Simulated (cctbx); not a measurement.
# Accept or mend?

Cell a = 5.6430 Å, b = 5.6430 Å, c = 22.1210 Å, α = 90.00°, β = 90.00°, γ = 90.00°; space group I4/mmm (no. 139). The compound is ZnPb2I6.

The data are simulated with cctbx, not measured: Ga Kα, λ = 1.3414 Å, to d = 0.83 Å, 95 % of the full sphere, strongest reflection 5000 counts, noise from counting, a 3 % proportional error and a noise floor of 2 counts (s.d.); no absorption.

An anisotropic refinement with weights 1/σ² prints:

```text
Rint 0.036, 22 unique reflections to 2.19 A
cycle     R1     wR2    GooF  max shift (A)
   1  0.0135  0.0284   1.403   0.00297
   2  0.0071  0.0164   0.809   0.00000
final R1 0.0071 wR2 0.0164 GooF 0.809  parameters 13  data/parameter 1.7
atom        x        y        z      Ueq    occ   su(xyz)  su(Uiso or U11)
Pb1    0.00000  0.00000  0.15248   0.0088  1.000  0.00013  0.0041
I1     0.50000  0.00000  0.00000   0.0090  1.000  0.00000  0.0069
I2     0.00000  0.50000  0.25000   0.0046  1.000  0.00000  0.0054
I3     0.00000  0.00000  0.37577   0.0143  1.000  0.00020  0.0059
Zn1    0.50000  0.50000  0.00000   0.0157  1.000  0.00000  0.0177
difference map: max 0.10 min -0.14 rms 0.03
Q1    0.2524  0.2524  0.0872   16    0.10  2.14 A from I3
Q2    0.0000  0.0000  0.0000    2    0.09  2.82 A from I1
Q3    0.0000  0.5000  0.0000    4    0.05  0.00 A from I1
Q4    0.0000  0.0000  0.3163    4    0.04  1.32 A from I3
Q5    0.2500  0.2500  0.2500    8    0.04  2.00 A from I2
Q6    0.0000  0.0000  0.1640    4    0.03  0.25 A from Pb1
```

**Question.** Can this result stand? If not, what is the likely fault?

Mend it. The fault: data cut at low resolution. Against the right model at the same level, R1 goes from 0.0116 to 0.0071 and GooF from 0.96 to 0.81. The atoms are right, but there are too few data for the parameters: R1 flatters and the s.u.s grow. Data per parameter fall from 17.8 to 1.7.

The compound is ZnPb2I6. The right model at the same level gives:

```text
Rint 0.046, 232 unique reflections to 0.83 A
cycle     R1     wR2    GooF  max shift (A)
   1  0.0202  0.0478   1.833   0.00026
   2  0.0116  0.0251   0.962   0.00000
final R1 0.0116 wR2 0.0251 GooF 0.962  parameters 13  data/parameter 17.8
atom        x        y        z      Ueq    occ   su(xyz)  su(Uiso or U11)
Pb1    0.00000  0.00000  0.15261   0.0074  1.000  0.00002  0.0002
I1     0.50000  0.00000  0.00000   0.0084  1.000  0.00000  0.0003
I2     0.00000  0.50000  0.25000   0.0088  1.000  0.00000  0.0002
I3     0.00000  0.00000  0.37591   0.0148  1.000  0.00003  0.0002
Zn1    0.50000  0.50000  0.00000   0.0107  1.000  0.00000  0.0007
difference map: max 0.89 min -1.09 rms 0.18
Q1    0.0000  0.0000  0.2306    4    0.89  1.73 A from Pb1
Q2    0.0000  0.0000  0.0000    2    0.74  2.82 A from I1
Q3    0.0000  0.2523  0.5000    8    0.70  1.40 A from I1
Q4    0.1838  0.1838  0.0000    8    0.68  2.06 A from I1
Q5    0.0000  0.0000  0.1135    4    0.66  0.86 A from Pb1
Q6    0.0889  0.0889  0.4021   16    0.55  0.92 A from I3
```

Isotropic U is held between 0.0001 and 1 Å² by the program, and listed peak heights are interpolated, so they can pass the grid's maximum.

The model is made up (kin elements in a known structure type, no relaxation), so it says nothing on whether the phase exists.

[Middle refinement cycles are left out of these outputs.]

[Logs are printed without paths, hosts, clocks, repeated set-up lines and the standing remarks that a program may print on its own settings, such as how far it seeks lower states.]
